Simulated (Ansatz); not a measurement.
# Li (Im-3m, 1 atom in the cell): Grüneisen parameters

Wanted: mode Grüneisen parameters of Li (Im-3m, 1 atom in the cell).

Method: DFT PBEsol, scalar-relativistic, plane waves, PAW; PAW set soft_1, in Ansatz 0.2.0.

Report form: the programs' logs are mostly left out.

**1. Set-up**

Symmetry: Im-3m, No. 229, cubic system. Conventional cell: a = 3.434 Å, b = 3.434 Å, c = 3.434 Å, α = 90.00°, β = 90.00°, γ = 90.00°. Li has 8 Li at 2.97 Å nearest.

Structure file:

```cif
data_structure
_symmetry_space_group_name_H-M 'P 1'
_symmetry_Int_Tables_number 1
_cell_length_a 2.9741
_cell_length_b 2.9741
_cell_length_c 2.9741
_cell_angle_alpha 109.471
_cell_angle_beta 109.471
_cell_angle_gamma 109.471
_cell_volume 20.25
loop_
_atom_site_label
_atom_site_type_symbol
_atom_site_fract_x
_atom_site_fract_y
_atom_site_fract_z
_atom_site_occupancy
Li1 Li 0.00000 0.00000 0.00000 1
```

**2. The dispersion**

The cell comes from relaxations at this level that are not shown. Stability and thermal properties need the whole zone. Linear response on a 4×4×4 q mesh gives force constants as far as a supercell of that size would.

Input file input.yaml:

```yaml
crystal:
  lattice:
    - [-1.7171025375, 1.7171025375, 1.7171025375]
    - [1.7171025375, -1.7171025375, 1.7171025375]
    - [1.7171025375, 1.7171025375, -1.7171025375]
  atoms:
    - { symbol: Li, position: [0.0, 0.0, 0.0] }
kpoints:
  mp_grid: { grid: [16, 16, 16] }
hamiltonian:
  xc: pbesol
  pseudopotentials: { kind: paw, azcp: { folder: soft_1 }, xc_functional: pbe }
scf:
  occupations: { method: methfessel_paxton, width: 0.2 }
output:
  eigenvalues: true
phonons:
  method: dfpt
  qmesh: [4, 4, 4]
  temperatures: { t_max: 1000, t_step: 50 }
  qpath:
    path:
      - [[0.0, 0.0, 0.0], [0.5, -0.5, 0.5], [0.0, 0.0, 0.5], [0.0, 0.0, 0.0], [0.25, 0.25, 0.25], [0.5, -0.5, 0.5]]
      - [[0.25, 0.25, 0.25], [0.0, 0.0, 0.5]]
    npoints: 10
```

Launch:

```sh
$ ansatz run input.yaml --threads 4 --pin off --max-ram 10240MiB --backend cpu --events-out ev --progress --plain --runs-dir out
```

Wall time 21 s (4 threads of Intel Xeon Platinum 8488C (Sapphire Rapids), shared host); peak memory 1.2 GiB; 74 s of CPU time.

This step gave:

| Item | Value |
| --- | --- |
| volume per atom | 20.25 Å³ |
| gap on the k-mesh | 0 eV |
| sum-rule residual before enforcement | 7.72e-6 eV/Å² |
| lowest frequency on the path | -15.44 cm⁻¹ |
| highest frequency on the path or at a solved wavevector | 332.3 cm⁻¹ |
| lowest mode on the q mesh (acoustic modes at Γ apart) | 31.99 cm⁻¹ |

Frequencies (cm⁻¹) solved at each irreducible wavevector; negative means imaginary. Frequencies by wavevector, by row:

| q in reciprocal lattice units | star | mode 1 | mode 2 | mode 3 |
| --- | --- | --- | --- | --- |
| 0 0 0 | 1 | 0 | 0 | 0 |
| 0 0 0.25 | 12 | 32 | 133.6 | 226.5 |
| 0 0 -0.5 | 6 | 44.8 | 185.7 | 322.4 |
| 0 0.25 0.25 | 24 | 127 | 250.4 | 301.6 |
| 0.25 0.25 0.25 | 2 | 264.9 | 264.9 | 264.9 |
| 0.25 0.25 -0.25 | 6 | 215.8 | 225.5 | 225.5 |
| 0.25 -0.5 -0.5 | 12 | 217.8 | 283 | 315.8 |
| -0.5 -0.5 -0.5 | 1 | 332.3 | 332.3 | 332.3 |

Symmetry leaves 8 wavevectors to solve. The lowest mode among them, the acoustic zeros apart, lies at q = (0, 0, 0.25) and is real, 32.0 cm⁻¹. Between them the interpolated path dips to 15i cm⁻¹.

**3. Relaxing at another volume, volume ratio 0.97**

The volume is scaled by 0.97 and held; symmetry leaves nothing to relax, so this is a single point. The modes can then be followed against volume.

input.yaml, the sections that differ from step 2:

```yaml
crystal:
  lattice:
    - [-1.6997568815, 1.6997568815, 1.6997568815]
    - [1.6997568815, -1.6997568815, 1.6997568815]
    - [1.6997568815, 1.6997568815, -1.6997568815]
  atoms:
    - { symbol: Li, position: [0.0, 0.0, 0.0] }
output:
  forces: true
  stress: true
  eigenvalues: true
# kpoints, hamiltonian, scf: as in step 2
# phonons: removed
```

Elapsed: 0.3 s, on 4 threads; peak memory 0.32 GiB.

This step gave:

```
pressure        : 0.4398 GPa
volume per atom : 19.64 Å³
```

The run ends at a pressure of 0.44 GPa.

**4. Phonons at the other volume, volume ratio 0.97**

The phonons are repeated at this volume on the same k and q meshes.

Changes to input.yaml since step 3:

```diff
@@ -15,4 +15,11 @@
 output:
-  forces: true
-  stress: true
   eigenvalues: true
+phonons:
+  method: dfpt
+  qmesh: [4, 4, 4]
+  temperatures: { t_max: 1000, t_step: 50 }
+  qpath:
+    path:
+      - [[0.0, 0.0, 0.0], [0.5, -0.5, 0.5], [0.0, 0.0, 0.5], [0.0, 0.0, 0.0], [0.25, 0.25, 0.25], [0.5, -0.5, 0.5]]
+      - [[0.25, 0.25, 0.25], [0.0, 0.0, 0.5]]
+    npoints: 10
```

It took 21 s on 4 threads; peak memory 1.1 GiB; 74 s of CPU time.

This step gave:

| Quantity | Value |
| --- | --- |
| sum-rule residual before enforcement | 7.99e-6 eV/Å² |
| lowest frequency on the path | -16.58 cm⁻¹ |
| highest frequency on the path or at a solved wavevector | 341 cm⁻¹ |
| lowest mode on the q mesh (acoustic modes at Γ apart) | 30.41 cm⁻¹ |

Frequencies (cm⁻¹) solved at each irreducible wavevector; negative means imaginary. Frequencies by wavevector, by row:

| q in reciprocal lattice units | star | mode 1 | mode 2 | mode 3 |
| --- | --- | --- | --- | --- |
| 0 0 0 | 1 | 0 | 0 | 0 |
| 0 0 0.25 | 12 | 30.4 | 134.3 | 234.2 |
| 0 0 -0.5 | 6 | 42.5 | 186.4 | 335.4 |
| 0 0.25 0.25 | 24 | 128.7 | 258.2 | 312.4 |
| 0.25 0.25 0.25 | 2 | 274.4 | 274.4 | 274.4 |
| 0.25 0.25 -0.25 | 6 | 224.8 | 229.8 | 229.8 |
| 0.25 -0.5 -0.5 | 12 | 224.1 | 289.4 | 326.6 |
| -0.5 -0.5 -0.5 | 1 | 341 | 341 | 341 |

The highest frequency on the path or at a solved wavevector is 341.0 cm⁻¹, +8.7 cm⁻¹ against the base run.

**5. Relaxing at another volume, volume ratio 1.03**

The volume is scaled by 1.03 and held; symmetry leaves nothing to relax, so this is a single point. The modes can then be followed against volume.

input.yaml, the sections that differ from step 4:

```yaml
crystal:
  lattice:
    - [-1.7341046585, 1.7341046585, 1.7341046585]
    - [1.7341046585, -1.7341046585, 1.7341046585]
    - [1.7341046585, 1.7341046585, -1.7341046585]
  atoms:
    - { symbol: Li, position: [0.0, 0.0, 0.0] }
output:
  forces: true
  stress: true
  eigenvalues: true
# kpoints, hamiltonian, scf: as in step 4
# phonons: removed
```

Run time: 0.3 s. Hardware: 4 threads; peak memory 0.3 GiB.

Numbers from this step:

```
pressure        : -0.3866 GPa
volume per atom : 20.86 Å³
```

The run ends at a pressure of -0.39 GPa.

**6. Phonons at the other volume, volume ratio 1.03**

Changes to input.yaml since step 5:

```diff
@@ -15,4 +15,11 @@
 output:
-  forces: true
-  stress: true
   eigenvalues: true
+phonons:
+  method: dfpt
+  qmesh: [4, 4, 4]
+  temperatures: { t_max: 1000, t_step: 50 }
+  qpath:
+    path:
+      - [[0.0, 0.0, 0.0], [0.5, -0.5, 0.5], [0.0, 0.0, 0.5], [0.0, 0.0, 0.0], [0.25, 0.25, 0.25], [0.5, -0.5, 0.5]]
+      - [[0.25, 0.25, 0.25], [0.0, 0.0, 0.5]]
+    npoints: 10
```

Elapsed: 23 s, on 4 threads; peak memory 1.2 GiB; 82 s of CPU time.

Numbers from this step:

```yaml
sum_rule_residual_before_enforcement: 6.91e-6 eV/Å²
lowest_frequency_on_the_path: -14.40 cm⁻¹
highest_frequency_on_the_path_or_at_a_solved_wavevector: 323.9 cm⁻¹
lowest_mode_on_the_q_mesh_acoustic_modes_at_gamma_apart: 33.14 cm⁻¹
```

The highest frequency on the path or at a solved wavevector is 323.9 cm⁻¹, -8.4 cm⁻¹ against the base run.

**7. Grüneisen parameters**

The Grüneisen parameter of a mode is minus the logarithmic change of its frequency with volume, −d ln ω / d ln V; weighted by heat capacity it gives the expansion.

This step gave:

| Property | Result |
| --- | --- |
| bulk modulus | 13.8 GPa |

The phonon branches at the labelled points (cm⁻¹):

| point | branch 1 | branch 2 | branch 3 |
| --- | --- | --- | --- |
| Γ | 0 | 0 | 0 |
| halfway | 216 | 226 | 226 |
| H | 332 | 332 | 332 |
| halfway | 218 | 283 | 316 |
| N | 45 | 186 | 322 |
| halfway | 32 | 134 | 226 |
| Γ | 0 | 0 | 0 |
| halfway | 144 | 144 | 257 |
| P | 265 | 265 | 265 |
| halfway | 166 | 306 | 306 |
| H | 332 | 332 | 332 |
| jump to P | 265 | 265 | 265 |
| halfway | 164 | 236 | 318 |
| N | 45 | 186 | 322 |

The same for volume x 0.97:

| point | branch 1 | branch 2 | branch 3 |
| --- | --- | --- | --- |
| Γ | 0 | 0 | 0 |
| H | 341 | 341 | 341 |
| N | 42 | 186 | 335 |
| Γ | 0 | 0 | 0 |
| P | 274 | 274 | 274 |
| H | 341 | 341 | 341 |
| P | 274 | 274 | 274 |
| N | 42 | 186 | 335 |

The same for volume x 1.03:

| point | branch 1 | branch 2 | branch 3 |
| --- | --- | --- | --- |
| Γ | 0 | 0 | 0 |
| H | 324 | 324 | 324 |
| N | 46 | 185 | 310 |
| Γ | 0 | 0 | 0 |
| P | 256 | 256 | 256 |
| H | 324 | 324 | 324 |
| P | 256 | 256 | 256 |
| N | 46 | 185 | 310 |

**8. Results**

| Quantity | Value |
| --- | --- |
| bulk modulus | 13.8 GPa |

**Reading.** No expansion is given, because modes are imaginary at one volume or more. Branches are matched by rank, so values near crossings are rough. With no gap, or one that is small against the smearing, the frequencies hang on the k mesh and the smearing, most of all near Kohn anomalies. The PAW files were made for PBE and serve the other functionals too.

[Logs are printed without paths, hosts, clocks, repeated set-up lines and the standing remarks that a program may print on its own settings, such as how far it seeks lower states.]

[Hosts, paths, dates, database ids (printed as entryN), source tags and the programs' standing remarks are cut or masked in the printed files.]
